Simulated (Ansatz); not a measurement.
# GePt (model cell, started as CsCl type): phonons and vibrational spectra

Task: relax GePt (model cell, started as CsCl type), then find its harmonic phonons.

Calculated with Ansatz 0.2.0; DFT r2SCAN, scalar-relativistic, plane waves, PAW.

The structure was built from a prototype and need not be the compound's stable phase.

## 1. Set-up

Symmetry: Pm-3m, No. 221, cubic system. Conventional cell: a = 3.152 Å, b = 3.152 Å, c = 3.152 Å, α = 90.00°, β = 90.00°, γ = 90.00°. Pt has 8 Ge at 2.73 Å nearest. Ge has 8 Pt at 2.73 Å nearest. Farther neighbours are not listed.

## 2. Bringing the structure to rest

Harmonic phonons are second derivatives at a point where the forces vanish, and they are wanted at zero stress, so atoms and cell are relaxed first.

File input.yaml:

```yaml
crystal:
  lattice:
    - [3.15233, 0.0, 0.0]
    - [0.0, 3.15233, 0.0]
    - [0.0, 0.0, 3.15233]
  atoms:
    - { symbol: Pt, position: [0.0, 0.0, 0.0] }
    - { symbol: Ge, position: [0.5, 0.5, 0.5] }
kpoints:
  mp_grid: { grid: [14, 14, 14] }
hamiltonian:
  xc: r2scan
scf:
  occupations: { method: gaussian, width: 0.1 }
output:
  forces: true
  stress: true
  eigenvalues: true
  write_density: true
  write_potential: true
  elf: true
  volumetric_format: npy
relax:
  adjacent_minimum: "off"
  f_tol: 0.005
  max_steps: 80
  cell: { stress_tol: 0.05 }
```

Run with:

```
> ansatz run input.yaml --threads 4 --pin off --max-ram 7168MiB --backend cpu --events-out ev --progress --plain --runs-dir out
```

Numbers of over 12 decimals in the logs are rounded to 6 here.

What it wrote:

```text
Engine: ansatz 0.2.0, aarch64-unknown-linux-gnu
Pseudopotentials: kind: paw
Pseudopotential: Pt, paw, valence charge 18, recommended cutoff 500 eV (meta_gga), Pt.paw.azcp
Pseudopotential: Ge, paw, valence charge 14, recommended cutoff 500 eV (meta_gga), Ge.paw.azcp
Functional definition: r2SCAN
  parameter k0 = 0.174
  parameter k1 = 0.065
  parameter a1 = 4.9479
  exchange = r2scan_x(k0 = k0, k1 = k1, a1 = a1)
  correlation = r2scan_c
Crystal: 2 atoms, lattice volume = 31.325 Å³
Basis set: ecut = 500 eV, 799 PW (Γ), exchange–correlation on 96×96×96 points (64 copies of the dense FFT grid, shifted against one another)
Bands: 20, of which v1, the nominal top of the filled ones, is band 16 counted from 1 (15 counted from 0)
Symmetry: 48 space group operations
Space group: Pm-3m (ITA 221), of the structure as read, at distance tolerance 3.2e-5 Å
k-points: 120 of 2744
Non-local potential: Pt, projectors of the file, l = 0: 3, l = 1: 2, l = 2: 2, l = 3: 1
Non-local potential: Ge, projectors of the file, l = 0: 2, l = 1: 2, l = 2: 3, l = 3: 1
PAW form: soft (Blöchl's): semilocal exchange-correlation on the pseudo side does not see the compensation charge
PAW frozen core: Pt, regenerated for the run's functional (the file was generated under x = pbe(κ = 0.804, μ = 0.219515), c = pbe(β = 0.066725))
PAW frozen core: Ge, regenerated for the run's functional (the file was generated under x = pbe(κ = 0.804, μ = 0.219515), c = pbe(β = 0.066725))
PAW one-centre angular grid: Pt, 590 points (default); XC on 160 Gauss nodes
PAW one-centre angular grid: Ge, 590 points (default); XC on 160 Gauss nodes
Initial density: superposition of atomic densities (neutral atoms: chi_scale 0, normalization atom), corrected by the library's trained network
Initial wavefunctions: pseudopotential atomic-orbital guess
Functional: x = r2scan, c = r2scan; τ floored in thin density (d = 2e-4 eV/Å³)
SCF iter   1: F=—  HF=-16839.728870 eV  |F-HF|=—  |Δ(HF+E_count)|=         —  Δρ=1.10e-2  dr2=3.15e-2  dr2_τ=1.08e-2  ethr=1.77e-3  ⟨swp⟩=5.3  Hψ=9851  notcnv=0
preconditioner: auto → none  [metal: Δε(μ)=0.036 eV  Ē_g=18.845 eV  σ=0.100 eV  W_gap=0.20  n_scr=6 (ndim 8)  ℏωp=32.5 eV  f_vac=0.000  D(μ)=0.65/eV (n_scr^D=0)  sad-step TF]
SCF iter   2: F=—  HF=-16839.739848 eV  |F-HF|=—  |Δ(HF+E_count)|=   1.10e-2  Δρ=4.32e-3  dr2=3.47e-3  dr2_τ=8.70e-4  ethr=9.85e-5  ⟨swp⟩=2.0  Hψ=5216  notcnv=0  defer=11
SCF iter   3: F=—  HF=-16839.740496 eV  |F-HF|=—  |Δ(HF+E_count)|=   6.49e-4  Δρ=1.71e-3  dr2=6.42e-4  dr2_τ=9.39e-5  ethr=1.08e-5  ⟨swp⟩=2.0  Hψ=3150  notcnv=0  defer=11
SCF iter   4: F=—  HF=-16839.740544 eV  |F-HF|=—  |Δ(HF+E_count)|=   4.77e-5  Δρ=7.87e-4  dr2=1.97e-4  dr2_τ=2.51e-5  ethr=2.01e-6  ⟨swp⟩=2.0  Hψ=3788  notcnv=0  defer=11
SCF iter   5: F=—  HF=-16839.740522 eV  |F-HF|=—  |Δ(HF+E_count)|=   2.18e-5  Δρ=3.92e-4  dr2=4.66e-5  dr2_τ=1.34e-6  ethr=6.15e-7  ⟨swp⟩=1.9  Hψ=3551  notcnv=0  defer=11
SCF iter   6: F=—  HF=-16839.740524 eV  |F-HF|=—  |Δ(HF+E_count)|=   1.61e-6  Δρ=1.14e-4  dr2=3.89e-6  dr2_τ=8.58e-8  ethr=1.46e-7  ⟨swp⟩=2.4  Hψ=3350  notcnv=0  defer=11
SCF iter   7: F=—  HF=-16839.740524 eV  |F-HF|=—  |Δ(HF+E_count)|=   2.62e-7  Δρ=1.73e-5  dr2=1.18e-7  dr2_τ=2.43e-9  ethr=1.22e-8  ⟨swp⟩=2.0  Hψ=3214  notcnv=0  defer=11
SCF iter   8: F=-16839.740524 eV  HF=-16839.740524 eV  |F-HF|=1.75e-10  |Δ(HF+E_count)|=   1.23e-8  Δρ=1.10e-6  dr2=4.25e-10  dr2_τ=3.18e-11  ethr=3.13e-10  ⟨swp⟩=7.5  Hψ=13533  notcnv=0
SCF 1 converged in 8 iterations: F = -16839.740524 eV  dr2 = 4.25e-10
  greatest PAW one-centre occupation: 1.000 electrons in one spin orbital (limit 2), on the Pt atom at site 0 (counted from 0), in its partial waves of l = 0
relax step   1: F+E_penalty+E_count = -16839.74052416 eV  Δ(F+E_penalty+E_count) = +0.000e0 eV  max|allowed force component| = 1.847e-29 eV/Å  Δτ_max = 0.0000 Å  P = +0.748 GPa  Ω = 31.325 Å³  (8 SCF iters, dr2 threshold 1.00e-7 eV, accepted)
Crystal: 2 atoms, lattice volume = 31.603 Å³
Initial density: handed on by an earlier stage of this run
Initial wavefunctions: those handed on with the density
iter 1 solved again at ethr=1.70e-6 eV; its pass at ethr=3.10e-3 eV (dr2=5.45e-4 eV) is discarded
SCF iter   1: F=—  HF=-16839.737285 eV  |F-HF|=—  |Δ(HF+E_count)|=         —  Δρ=1.20e-3  dr2=6.49e-4  dr2_τ=2.60e-3  ethr=1.70e-6  ⟨swp⟩=2.0  Hψ=12496  notcnv=0
preconditioner: auto → none  [metal: Δε(μ)=0.016 eV  Ē_g=18.686 eV  σ=0.100 eV  W_gap=0.09  n_scr=6 (ndim 8)  ℏωp=32.4 eV  f_vac=0.000  D(μ)=0.64/eV (n_scr^D=0)]
SCF iter   2: F=—  HF=-16839.740616 eV  |F-HF|=—  |Δ(HF+E_count)|=   3.33e-3  Δρ=1.33e-3  dr2=7.52e-4  dr2_τ=1.35e-4  ethr=1.70e-6  ⟨swp⟩=2.0  Hψ=4209  notcnv=0
SCF iter   3: F=—  HF=-16839.740440 eV  |F-HF|=—  |Δ(HF+E_count)|=   1.75e-4  Δρ=3.31e-4  dr2=2.26e-5  dr2_τ=1.95e-6  ethr=1.70e-6  ⟨swp⟩=2.0  Hψ=2990  notcnv=0
SCF iter   4: F=—  HF=-16839.740441 eV  |F-HF|=—  |Δ(HF+E_count)|=   1.03e-6  Δρ=1.26e-4  dr2=4.90e-6  dr2_τ=5.24e-7  ethr=7.07e-8  ⟨swp⟩=2.0  Hψ=4316  notcnv=0
SCF iter   5: F=—  HF=-16839.740440 eV  |F-HF|=—  |Δ(HF+E_count)|=   9.42e-7  Δρ=7.03e-5  dr2=1.49e-6  dr2_τ=7.75e-8  ethr=1.53e-8  ⟨swp⟩=2.0  Hψ=3883  notcnv=0
SCF iter   6: F=—  HF=-16839.740440 eV  |F-HF|=—  |Δ(HF+E_count)|=   2.20e-7  Δρ=3.60e-5  dr2=3.91e-7  dr2_τ=2.22e-8  ethr=4.65e-9  ⟨swp⟩=1.0  Hψ=2400  notcnv=0
SCF iter   7: F=-16839.740440 eV  HF=-16839.740440 eV  |F-HF|=2.16e-8  |Δ(HF+E_count)|=   6.10e-8  Δρ=1.20e-5  dr2=4.07e-8  dr2_τ=2.32e-9  ethr=6.25e-10  ⟨swp⟩=7.0  Hψ=13198  notcnv=0
SCF 2 converged in 7 iterations: F = -16839.740440 eV  dr2 = 4.07e-8
relax step   2: F+E_penalty+E_count = -16839.74044006 eV  Δ(F+E_penalty+E_count) = +8.410e-5 eV  max|allowed force component| = 4.996e-30 eV/Å  Δτ_max = 0.0000 Å  P = -0.690 GPa  Ω = 31.603 Å³  energy of the carried Pulay correction = -1.237e-4 eV  (7 SCF iters, dr2 threshold 2.00e-7 eV, accepted)
Crystal: 2 atoms, lattice volume = 31.469 Å³
iter 1 solved again at ethr=3.90e-7 eV; its pass at ethr=3.10e-3 eV (dr2=1.25e-4 eV) is discarded
SCF iter   1: F=—  HF=-16839.740076 eV  |F-HF|=—  |Δ(HF+E_count)|=         —  Δρ=5.54e-4  dr2=1.40e-4  dr2_τ=6.01e-4  ethr=3.90e-7  ⟨swp⟩=2.0  Hψ=12191  notcnv=0
preconditioner: auto → none  [metal: Δε(μ)=0.024 eV  Ē_g=18.726 eV  σ=0.100 eV  W_gap=0.14  n_scr=6 (ndim 8)  ℏωp=32.4 eV  f_vac=0.000  D(μ)=0.64/eV (n_scr^D=0)]
SCF iter   2: F=—  HF=-16839.740828 eV  |F-HF|=—  |Δ(HF+E_count)|=   7.52e-4  Δρ=6.10e-4  dr2=1.57e-4  dr2_τ=2.85e-5  ethr=3.90e-7  ⟨swp⟩=2.0  Hψ=4205  notcnv=0
SCF iter   3: F=—  HF=-16839.740792 eV  |F-HF|=—  |Δ(HF+E_count)|=   3.64e-5  Δρ=1.49e-4  dr2=4.22e-6  dr2_τ=4.01e-7  ethr=3.90e-7  ⟨swp⟩=2.0  Hψ=2980  notcnv=0
SCF iter   4: F=—  HF=-16839.740792 eV  |F-HF|=—  |Δ(HF+E_count)|=   3.34e-7  Δρ=6.52e-5  dr2=1.30e-6  dr2_τ=1.27e-7  ethr=1.32e-8  ⟨swp⟩=2.0  Hψ=4318  notcnv=0
SCF iter   5: F=—  HF=-16839.740792 eV  |F-HF|=—  |Δ(HF+E_count)|=   2.61e-7  Δρ=3.36e-5  dr2=3.37e-7  dr2_τ=1.64e-8  ethr=4.08e-9  ⟨swp⟩=2.0  Hψ=4121  notcnv=0
SCF iter   6: F=-16839.740792 eV  HF=-16839.740792 eV  |F-HF|=4.71e-8  |Δ(HF+E_count)|=   5.00e-8  Δρ=1.63e-5  dr2=7.95e-8  dr2_τ=4.23e-9  ethr=6.25e-10  ⟨swp⟩=7.0  Hψ=13126  notcnv=0
SCF 3 converged in 6 iterations: F = -16839.740792 eV  dr2 = 7.95e-8
relax step   3: F+E_penalty+E_count = -16839.74079166 eV  Δ(F+E_penalty+E_count) = -3.516e-4 eV  max|allowed force component| = 2.925e-30 eV/Å  Δτ_max = 0.0000 Å  P = -0.007 GPa  Ω = 31.469 Å³  energy of the carried Pulay correction = -6.420e-5 eV  (6 SCF iters, dr2 threshold 2.00e-7 eV, accepted)
Initial wavefunctions: pseudopotential atomic-orbital guess (no wavefunctions were taken with the density)
iter 1 solved again at ethr=6.64e-9 eV; its pass at ethr=3.10e-3 eV (dr2=2.13e-6 eV) is discarded
SCF iter   1: F=—  HF=-16839.740857 eV  |F-HF|=—  |Δ(HF+E_count)|=         —  Δρ=1.86e-5  dr2=8.58e-8  dr2_τ=4.93e-8  ethr=6.64e-9  ⟨swp⟩=3.4  Hψ=17191  notcnv=0
preconditioner: auto → none  [metal: Δε(μ)=0.025 eV  Ē_g=18.723 eV  σ=0.100 eV  W_gap=0.14  n_scr=6 (ndim 8)  ℏωp=32.4 eV  f_vac=0.000  D(μ)=0.63/eV (n_scr^D=0)]
SCF iter   2: F=—  HF=-16839.740857 eV  |F-HF|=—  |Δ(HF+E_count)|=   1.55e-9  Δρ=1.04e-5  dr2=4.14e-8  dr2_τ=9.64e-9  ethr=2.68e-10  ⟨swp⟩=2.0  Hψ=4199  notcnv=0
SCF iter   3: F=—  HF=-16839.740857 eV  |F-HF|=—  |Δ(HF+E_count)|=   5.06e-9  Δρ=5.52e-6  dr2=5.38e-9  dr2_τ=1.20e-9  ethr=1.29e-10  ⟨swp⟩=2.0  Hψ=3076  notcnv=0
SCF iter   4: F=—  HF=-16839.740857 eV  |F-HF|=—  |Δ(HF+E_count)|=   1.42e-9  Δρ=1.81e-6  dr2=4.32e-10  dr2_τ=1.29e-10  ethr=1.68e-11  ⟨swp⟩=2.8  Hψ=4032  notcnv=0
SCF iter   5: F=-16839.740857 eV  HF=-16839.740857 eV  |F-HF|=1.46e-11  |Δ(HF+E_count)|=  3.89e-10  Δρ=4.01e-7  dr2=1.68e-11  dr2_τ=6.22e-12  ethr=1.00e-12  ⟨swp⟩=4.0  Hψ=11937  notcnv=0
SCF 4 converged in 5 iterations: F = -16839.740857 eV  dr2 = 1.68e-11
relax step   4: F+E_penalty+E_count = -16839.74085652 eV  Δ(F+E_penalty+E_count) = -6.486e-5 eV  max|allowed force component| = 2.761e-30 eV/Å  Δτ_max = 0.0000 Å  P = -0.005 GPa  Ω = 31.469 Å³  stress off target by 4.56e-3 GPa  SCF on the basis re-selected at this cell (its energy is not comparable with the rows above)  (5 SCF iters)
basis re-selected at this cell: Δ(F+E_penalty+E_count) = -6.486e-5 eV, ΔP = +0.002 GPa vs the last step (what re-selecting the basis moved, of the pressure what is left beyond the Pulay correction that the steps carried, after the strain that the cell walked since its last selection, with what the two solves' SCF thresholds leave and, on support functions, any second-order correction that the steps lacked; it is no m [...]
SCF converged after 5 iterations
Free energy (F): -16839.740857 eV
Harris-Foulkes:  -16839.740857 eV  (|F-HF|=1.46e-11)
Internal energy: -16839.737685 eV  (E = F + TS)
E sigma→0 (E₀):  -16839.739271 eV
Entropy (-TS):   -0.003171 eV (-1.586 meV/atom)
Fermi energy:    18.241920 eV
--- Per-component energies (eV) ---
  E_band       = -266.896353
  E_kinetic    = 750.961599
  E_local      = -3546.307425  (includes V_loc(G=0)·N_el)
  E_nonlocal   = 621.638877
  E_hartree    = 1454.817247
  E_xc         = -319.833693
  E_vxc        = -407.058174  (∫ρ·V_xc dr)
  E_paw        = -11513.365395  (= ΣΔE_a)
  E_vpaw       = -621.638375  (= ΣTr[D̂ρ^β])
  E_aug_tail   = 0.000173  (compensation charges beyond the density's cutoff)
  E_vtau       = 25.872509  (kinetic-family band-sum trace: ∫τ·v_τ [+ j·A + Jᵃ·Aᵃ] dr)
  E_ewald      = -4286.331809
  E_core_change = -1.317260  (= ΣΔE_core)
  E_smearing   = -0.003171  (= −TS)
  E_closure    = -0.000000  (closes the sum)
  Σ components = -16839.740857   (vs F -16839.740857, Δ=0.00e0)
--- Forces (eV/Å), atoms counted from 1 ---
  atom   1  Pt    -0.00000000    -0.00000000     0.00000000
  atom   2  Ge     0.00000000     0.00000000    -0.00000000
  max |Σ_I F_I| component: 5.00e-30 eV/Å
--- Stress (GPa, compression-positive) ---
       -0.004556       0.000000      -0.000000
        0.000000      -0.004556      -0.000000
       -0.000000      -0.000000      -0.004556
  P = ⅓ Tr σ = -0.0046 GPa (-0.046 kbar)
--- Band table (eV; the first three rows and the last of 120) ---
  k-point 0: bands = [... 12 lower, 15.7263, 15.7263, 15.7263, 20.0610, 20.0610, 20.0610, 23.4134, 28.7493]
  k-point 1: bands = [... 12 lower, 15.5942, 15.5942, 15.7317, 19.4021, 20.2810, 20.2810, 23.9667, 28.5867]
  k-point 2: bands = [... 12 lower, 15.2711, 15.2711, 15.7468, 18.2235, 20.8688, 20.8688, 24.8293, 28.1569]
  k-point 119: bands = [... 12 lower, 12.6647, 16.8436, 16.8436, 20.8387, 20.8387, 20.8387, 22.5861, 22.5861]
--- Relaxed structure (3 steps of the walk, 3 accepted, 1 SCFs on fresh bases) ---
  F+E_penalty+E_count = -16839.74085652 eV   max|allowed force component| = 2.761e-30 eV/Å   (the final SCF, on the basis selected at the relaxed cell)
  cell:  # Å, volume = 31.4691 Å³
    - [3.157146, 0, 0]
    - [0, 3.157146, 0]
    - [0.0, 0, 3.157146]
  atoms:
    - { symbol: Pt, position: [0, 0, 0] }
    - { symbol: Ge, position: [0.5, 0.5, 0.5] }
```

It took 17 s on 4 threads of Arm Neoverse N1, shared host; peak memory 0.47 GiB.

Step by step:

| step | energy less that of the first step (eV) | largest force component (eV/Å) | pressure (GPa) | volume (Å³) |
| --- | --- | --- | --- | --- |
| 1 | 0.0000 | 0.0000 | 0.75 | 31.33 |
| 2 | 0.0001 | 0.0000 | -0.69 | 31.60 |
| 3 | -0.0003 | 0.0000 | -0.01 | 31.47 |
| 4* | -0.0003 | 0.0000 | 0.00 | 31.47 |

Relaxation steps marked * repeat the geometry before them on a plane-wave basis chosen anew for their cell, so energy and pressure can jump there.

The run keeps the 48 symmetry operations that it works with, so distortions that break them were not tested.

| conventional cell, symmetrised | before | after | change |
| --- | --- | --- | --- |
| a (Å) | 3.152 | 3.157 | +0.2 % |
| b (Å) | 3.152 | 3.157 | +0.2 % |
| c (Å) | 3.152 | 3.157 | +0.2 % |
| volume (Å³/atom) | 15.66 | 15.73 | +0.5 % |

The relaxed structure:

```xyz
2
Lattice="3.1571 0.0000 0.0000 0.0000 3.1571 0.0000 0.0000 0.0000 3.1571" Properties=species:S:1:pos:R:3 pbc="T T T"
Pt    0.0000    0.0000    0.0000
Ge    1.5786    1.5786    1.5786
```

Numbers from this step:

```yaml
pressure: -0.004556 GPa
volume_per_atom: 15.73 Å³
gap_on_the_k_mesh: 0 eV
```

Valence density in the ac plane at fractional y = 0.000, with atoms of Pt within 0.2 Å of it. It is the smooth field of the valence electrons, not physical close to the nuclei.

Ten even steps from '0' (0 e/Å³) to '9' (12 e/Å³):
```
9864100000001468
7642100000001246
4421000000000124
1110000000000011
0000000000000000
0000000000000000
0000000000000000
0000000000000000
0000000000000000
0000000000000000
0000000000000000
1110000000000011
4421000000000124
7642100000001246
9864100000001468
9974100000001479
```
Columns run along a (3.2 Å), rows up along c (3.2 Å). Atoms in or near the plane, at fractional coordinates: Pt at (0.00, 0.00).

Electrostatic potential energy in the ac plane at fractional y = 0.000, with atoms of Pt within 0.2 Å of it. With pseudopotentials it is smooth inside the atoms' cores, unlike the true potential.

Values in eV, 16 rows by 16 columns:
```
-65 -65 -55 -38 -14   7  16  19  20  19  16   7 -14 -38 -55 -65
-58 -55 -45 -28  -5  11  17  19  20  19  17  11  -5 -28 -45 -55
-42 -38 -28 -11   5  14  18  19  20  19  18  14   5 -11 -28 -38
-17 -14  -5   5  13  16  19  20  20  20  19  16  13   5  -5 -14
  6   7  11  14  16  18  19  19  20  19  19  18  16  14  11   7
 15  16  17  18  19  19  19  19  19  19  19  19  19  18  17  16
 19  19  19  19  20  19  19  19  19  19  19  19  20  19  19  19
 20  20  20  20  20  20  19  19  19  19  19  20  20  20  20  20
 19  19  19  19  20  19  19  19  19  19  19  19  20  19  19  19
 15  16  17  18  19  19  19  19  19  19  19  19  19  18  17  16
  6   7  11  14  16  18  19  19  20  19  19  18  16  14  11   7
-17 -14  -5   5  13  16  19  20  20  20  19  16  13   5  -5 -14
-42 -38 -28 -11   5  14  18  19  20  19  18  14   5 -11 -28 -38
-58 -55 -45 -28  -5  11  17  19  20  19  17  11  -5 -28 -45 -55
-65 -65 -55 -38 -14   7  16  19  20  19  16   7 -14 -38 -55 -65
-65 -65 -58 -42 -17   6  15  19  20  19  15   6 -17 -42 -58 -65
```
Columns run along a (3.2 Å; values clipped at the 3rd and 97th percentile), rows up along c (3.2 Å). Atoms in or near the plane, at fractional coordinates: Pt at (0.00, 0.00).

ELF in the ac plane at fractional y = 0.000, with atoms of Pt within 0.2 Å of it. It is the smooth field of the valence electrons, not physical close to the nuclei.

Ten even steps from '_' (0.15) to '@' (0.68):
```
@@@@@@%%**--::______::--**%%@@@@
@@@@@@##++::....__....::++##@@@@
@@%%##++--::....__....::--++##%%
##**++--::......__......::--++**
==--::::......______......::::--
::::........__________........::
____......______________......__
________________________________
____......______________......__
::::........__________........::
==--::::......______......::::--
##**++--::......__......::--++**
@@%%##++--::....__....::--++##%%
@@@@@@##++::....__....::++##@@@@
@@@@@@%%**--::______::--**%%@@@@
@@@@@@@@##==::______::==##@@@@@@
```
Columns run along a (3.2 Å), rows up along c (3.2 Å). Atoms in or near the plane, at fractional coordinates: Pt at (0.00, 0.00).

In this step the volume went from 15.66 to 15.73 Å³/atom.

## 3. Tight relaxation

Phonons need a cell at rest on their own settings, so the relaxation is repeated with tight tolerances on forces and stress on the k mesh and occupations of the first response run.

File input.yaml:

```yaml
crystal:
  lattice:
    - [3.1571456531, 0.0, 0.0]
    - [0.0, 3.1571456531, 0.0]
    - [0.0, 0.0, 3.1571456531]
  atoms:
    - { symbol: Pt, position: [0.0, 0.0, 0.0] }
    - { symbol: Ge, position: [0.5, 0.5, 0.5] }
kpoints:
  mp_grid: { grid: [16, 16, 16] }
hamiltonian:
  xc: r2scan
scf:
  occupations: { method: methfessel_paxton, width: 0.2 }
output:
  forces: true
  stress: true
  eigenvalues: true
relax:
  adjacent_minimum: "off"
  f_tol: 0.001
  max_steps: 60
  cell: { stress_tol: 0.01 }
```

What it wrote:

```text
[...]
Crystal: 2 atoms, lattice volume = 31.469 Å³
Basis set: ecut = 500 eV, 799 PW (Γ), exchange–correlation on 96×96×96 points (64 copies of the dense FFT grid, shifted against one another)
Bands: 20, of which v1, the nominal top of the filled ones, is band 16 counted from 1 (15 counted from 0)
Symmetry: 48 space group operations
[...]
k-points: 165 of 4096
[...]
k-point 164: bands = [... 12 lower, 12.6679, 16.8478, 16.8478, 20.8422, 20.8422, 20.8422, 22.5911, 22.5911]
--- Relaxed structure (3 steps of the walk, 3 accepted, 1 SCFs on fresh bases) ---
[...]
cell:  # Å, volume = 31.4631 Å³
    - [3.156947, 0, 0]
    - [0, 3.156947, 0]
    - [0, 0, 3.156947]
  atoms:
    - { symbol: Pt, position: [0, 0, 0] }
    - { symbol: Ge, position: [0.5, 0.5, 0.5] }
[key lines of the parts left out:]
SCF converged after 5 iterations
Free energy (F): -16839.736733 eV
Fermi energy:    18.240030 eV
P = ⅓ Tr σ = -0.0001 GPa (-0.001 kbar)
```

It took 20 s on 4 threads; peak memory 0.5 GiB.

Little changed from the start: no atom moved by 0.005 Å and no cell edge by 0.1 %.

This step gave:

```
pressure : -6.07e-5 GPa
```

The forces vanish by symmetry and the pressure is 0.000 GPa, within the tolerances set. The cell now holds 15.73 Å³/atom.

(Continued in part 2 of 2.)

[Logs are printed without paths, hosts, clocks, repeated set-up lines and the standing remarks that a program may print on its own settings, such as how far it seeks lower states.]

[Hosts, paths, dates, database ids (printed as entryN), source tags and the programs' standing remarks are cut or masked in the printed files.]
